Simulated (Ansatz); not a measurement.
# InRh (Pm-3m): the cell at rest

Wanted: the relaxed cell of InRh (Pm-3m).

Program: Ansatz 0.2.0. Level of theory: DFT PBEsol, scalar-relativistic, plane waves, PAW; PAW set soft_1. Results are calculated unless marked as measured.

Report form: the programs' logs are mostly left out.

### 1. The starting structure

It takes space group Pm-3m (No. 221, cubic). Conventional cell: a = 3.196 Å, b = 3.196 Å, c = 3.196 Å, α = 90.00°, β = 90.00°, γ = 90.00°. In has 8 Rh at 2.77 Å nearest. Nearest to Rh lie 8 In at 2.77 Å. Farther neighbours are not listed.

As a file:

```cif
data_structure
_symmetry_space_group_name_H-M 'Pm-3m'
_symmetry_Int_Tables_number 221
_cell_length_a 3.1960
_cell_length_b 3.1960
_cell_length_c 3.1960
_cell_angle_alpha 90.000
_cell_angle_beta 90.000
_cell_angle_gamma 90.000
_cell_volume 32.65
loop_
_atom_site_label
_atom_site_type_symbol
_atom_site_symmetry_multiplicity
_atom_site_Wyckoff_symbol
_atom_site_fract_x
_atom_site_fract_y
_atom_site_fract_z
_atom_site_occupancy
In1 In 1 b 0.50000 0.50000 0.50000 1
Rh1 Rh 1 a 0.00000 0.00000 0.00000 1
```

### 2. A coarse first look

First a cheap look: the gap decides the mesh and the occupations, the pressure tells how far the cell has to move.

The input, input.yaml:

```yaml
crystal:
  lattice:
    - [3.196, 0.0, 0.0]
    - [0.0, 3.196, 0.0]
    - [0.0, 0.0, 3.196]
  atoms:
    - { symbol: In, position: [0.5, 0.5, 0.5] }
    - { symbol: Rh, position: [0.0, 0.0, 0.0] }
kpoints:
  mp_grid: { grid: [6, 6, 6] }
hamiltonian:
  xc: pbesol
  pseudopotentials: { kind: paw, azcp: { folder: soft_1 }, xc_functional: pbe }
scf:
  occupations: { method: gaussian, width: 0.1 }
output:
  forces: true
  stress: true
  eigenvalues: true
```

Launch:

```bash
> ansatz run input.yaml --threads 4 --pin off --max-ram 10240MiB --backend cpu --events-out ev --progress --plain --runs-dir out
```

Run time: 0.57 s. Hardware: 4 threads of Arm Neoverse V1, shared host; peak memory 0.28 GiB; 1.4 s of CPU time.

Numbers from this step:

```
pressure          : -1.202 GPa
volume per atom   : 16.32 Å³
gap on the k-mesh : 0 eV
```

The coarse mesh shows no gap and a pressure of -1.2 GPa.

### 3. Relaxation

The cell and atoms are relaxed, since residual forces and stress would shift the frequencies.

Changes to input.yaml since step 2:

```diff
@@ -9,3 +9,3 @@
 kpoints:
-  mp_grid: { grid: [6, 6, 6] }
+  mp_grid: { grid: [14, 14, 14] }
 hamiltonian:
@@ -19 +19,6 @@
   eigenvalues: true
+relax:
+  adjacent_minimum: "off"
+  f_tol: 0.005
+  max_steps: 80
+  cell: { stress_tol: 0.05 }
```

The job ended after 5.5 s (4 threads; peak memory 0.38 GiB).

The steps of the relaxation:

```
step  energy less that of the first step (eV)  largest force component (eV/Å)  pressure (GPa)  volume (Å³)
   1                                   0.0000                          0.0000           -1.13        32.65
   2                                   0.0007                          0.0000            1.69        32.13
   3                                  -0.0008                          0.0000           -0.02        32.43
  4*                                  -0.0008                          0.0000           -0.02        32.43
```

Relaxation steps marked * repeat the geometry before them on a plane-wave basis chosen anew for their cell, so energy and pressure can jump there. Relaxation step 2 was tried and not accepted.

The run keeps the 48 symmetry operations that it works with, so distortions that break them were not tested.

```
conventional cell, symmetrised  before  after  change
                         a (Å)   3.196  3.189  -0.2 %
                         b (Å)   3.196  3.189  -0.2 %
                         c (Å)   3.196  3.189  -0.2 %
              volume (Å³/atom)   16.32  16.22  -0.6 %
```

The relaxed structure:

```
In Rh
1.0
     3.18912    0.00000    0.00000
     0.00000    3.18912    0.00000
     0.00000    0.00000    3.18912
In Rh
1 1
Direct
  0.50000 0.50000 0.50000
  0.00000 0.00000 0.00000
```

This step gave:

```yaml
pressure: -0.02026 GPa
volume_per_atom: 16.22 Å³
```

In this step the volume went from 16.32 to 16.22 Å³/atom.

### 4. Relaxing to small forces for the phonons

Phonons need a cell at rest on their own settings, so the relaxation is repeated with tight tolerances on forces and stress, using the mesh and the filling of the phonon run that follows.

The input, input.yaml:

```yaml
crystal:
  lattice:
    - [3.1891157235, 0.0, 0.0]
    - [0.0, 3.1891157235, 0.0]
    - [0.0, 0.0, 3.1891157235]
  atoms:
    - { symbol: In, position: [0.5, 0.5, 0.5] }
    - { symbol: Rh, position: [0.0, 0.0, 0.0] }
kpoints:
  mp_grid: { grid: [16, 16, 16] }
hamiltonian:
  xc: pbesol
  pseudopotentials: { kind: paw, azcp: { folder: soft_1 }, xc_functional: pbe }
scf:
  occupations: { method: methfessel_paxton, width: 0.2 }
output:
  forces: true
  stress: true
  eigenvalues: true
  write_density: true
  write_potential: true
  elf: true
  volumetric_format: npy
relax:
  adjacent_minimum: "off"
  f_tol: 0.001
  max_steps: 60
  cell: { stress_tol: 0.01 }
```

Wall time 6.5 s (4 threads); peak memory 0.4 GiB.

Little changed from the start: no atom moved by 0.005 Å and no cell edge by 0.1 %.

Numbers from this step:

```
pressure : -8.66e-5 GPa
```

Valence density in the ac plane at fractional y = 0.000, with atoms of Rh within 0.2 Å of it. It is the smooth field of the valence electrons, not physical close to the nuclei.

Values in e/Å³, 16 rows by 16 columns:
```
13 12  8  4  2  1  0  0  0  0  0  1  2  4  8 12
 9  8  6  3  1  1  0  0  0  0  0  1  1  3  6  8
 5  4  3  1  1  0  0  0  0  0  0  0  1  1  3  4
 2  2  1  1  0  0  0  0  0  0  0  0  0  1  1  2
 1  1  1  0  0  0  0  0  0  0  0  0  0  0  1  1
 0  0  0  0  0  0  0  0  0  0  0  0  0  0  0  0
 0  0  0  0  0  0  0  0  0  0  0  0  0  0  0  0
 0  0  0  0  0  0  0  0  0  0  0  0  0  0  0  0
 0  0  0  0  0  0  0  0  0  0  0  0  0  0  0  0
 0  0  0  0  0  0  0  0  0  0  0  0  0  0  0  0
 1  1  1  0  0  0  0  0  0  0  0  0  0  0  1  1
 2  2  1  1  0  0  0  0  0  0  0  0  0  1  1  2
 5  4  3  1  1  0  0  0  0  0  0  0  1  1  3  4
 9  8  6  3  1  1  0  0  0  0  0  1  1  3  6  8
13 12  8  4  2  1  0  0  0  0  0  1  2  4  8 12
15 13  9  5  2  1  0  0  0  0  0  1  2  5  9 13
```
Columns run along a (3.2 Å), rows up along c (3.2 Å). Atoms in or near the plane, at fractional coordinates: Rh at (0.00, 0.00).

ELF in the ac plane at fractional y = 0.000, with atoms of Rh within 0.2 Å of it. It is the smooth field of the valence electrons, not physical close to the nuclei.

Ten even steps from '_' (0.20) to '@' (0.77):
```
@@@@%%**--______..______--**%%@@
%%%%##++--______..______--++##%%
****++==..____......____..==++**
==----..______......______..----
..__________..........__________
__________..............________
______........______........____
..............______............
______........______........____
__________..............________
..__________..........__________
==----..______......______..----
****++==..____......____..==++**
%%%%##++--______..______--++##%%
@@@@%%**--______..______--**%%@@
@@@@%%**==..____..____..==**%%@@
```
Columns run along a (3.2 Å), rows up along c (3.2 Å). Atoms in or near the plane, at fractional coordinates: Rh at (0.00, 0.00).

Electrostatic potential energy in the ac plane at fractional y = 0.000, with atoms of Rh within 0.2 Å of it. With pseudopotentials it is smooth inside the atoms' cores, unlike the true potential.

Values in eV, 16 rows by 16 columns:
```
-62 -62 -50 -34 -12   9  17  19  20  19  17   9 -12 -34 -50 -62
-54 -50 -40 -24  -3  12  17  20  20  20  17  12  -3 -24 -40 -50
-38 -34 -24  -9   7  15  18  20  20  20  18  15   7  -9 -24 -34
-15 -12  -3   7  14  17  19  20  20  20  19  17  14   7  -3 -12
  7   9  12  15  17  18  19  19  19  19  19  18  17  15  12   9
 17  17  17  18  19  19  19  19  19  19  19  19  19  18  17  17
 19  19  20  20  20  19  19  19  19  19  19  19  20  20  20  19
 20  20  20  20  20  19  19  19  18  19  19  19  20  20  20  20
 19  19  20  20  20  19  19  19  19  19  19  19  20  20  20  19
 17  17  17  18  19  19  19  19  19  19  19  19  19  18  17  17
  7   9  12  15  17  18  19  19  19  19  19  18  17  15  12   9
-15 -12  -3   7  14  17  19  20  20  20  19  17  14   7  -3 -12
-38 -34 -24  -9   7  15  18  20  20  20  18  15   7  -9 -24 -34
-54 -50 -40 -24  -3  12  17  20  20  20  17  12  -3 -24 -40 -50
-62 -62 -50 -34 -12   9  17  19  20  19  17   9 -12 -34 -50 -62
-62 -62 -54 -38 -15   7  17  19  20  19  17   7 -15 -38 -54 -62
```
Columns run along a (3.2 Å; values clipped at the 3rd and 97th percentile), rows up along c (3.2 Å). Atoms in or near the plane, at fractional coordinates: Rh at (0.00, 0.00).

The forces vanish by symmetry and the pressure is 0.000 GPa, within the tolerances set. The cell now holds 16.22 Å³/atom.

### 5. Outcome

```yaml
space_group_after_relaxation_within_0p01_a: Pm-3m
lattice_constant_a: 3.189 Å
lattice_constant_b: 3.189 Å
lattice_constant_c: 3.189 Å
volume_per_atom: 16.2 Å³
```

In words: The forces vanish by symmetry and the pressure is 0.000 GPa, within the tolerances set. The cell now holds 16.22 Å³/atom. The relaxation keeps the symmetry of its start, so it says nothing on stability against lower symmetry. The PAW files were made for PBE and serve the other functionals too.

[Logs are printed without paths, hosts, clocks, repeated set-up lines and the standing remarks that a program may print on its own settings, such as how far it seeks lower states.]

[Hosts, paths, dates, database ids (printed as entryN), source tags and the programs' standing remarks are cut or masked in the printed files.]
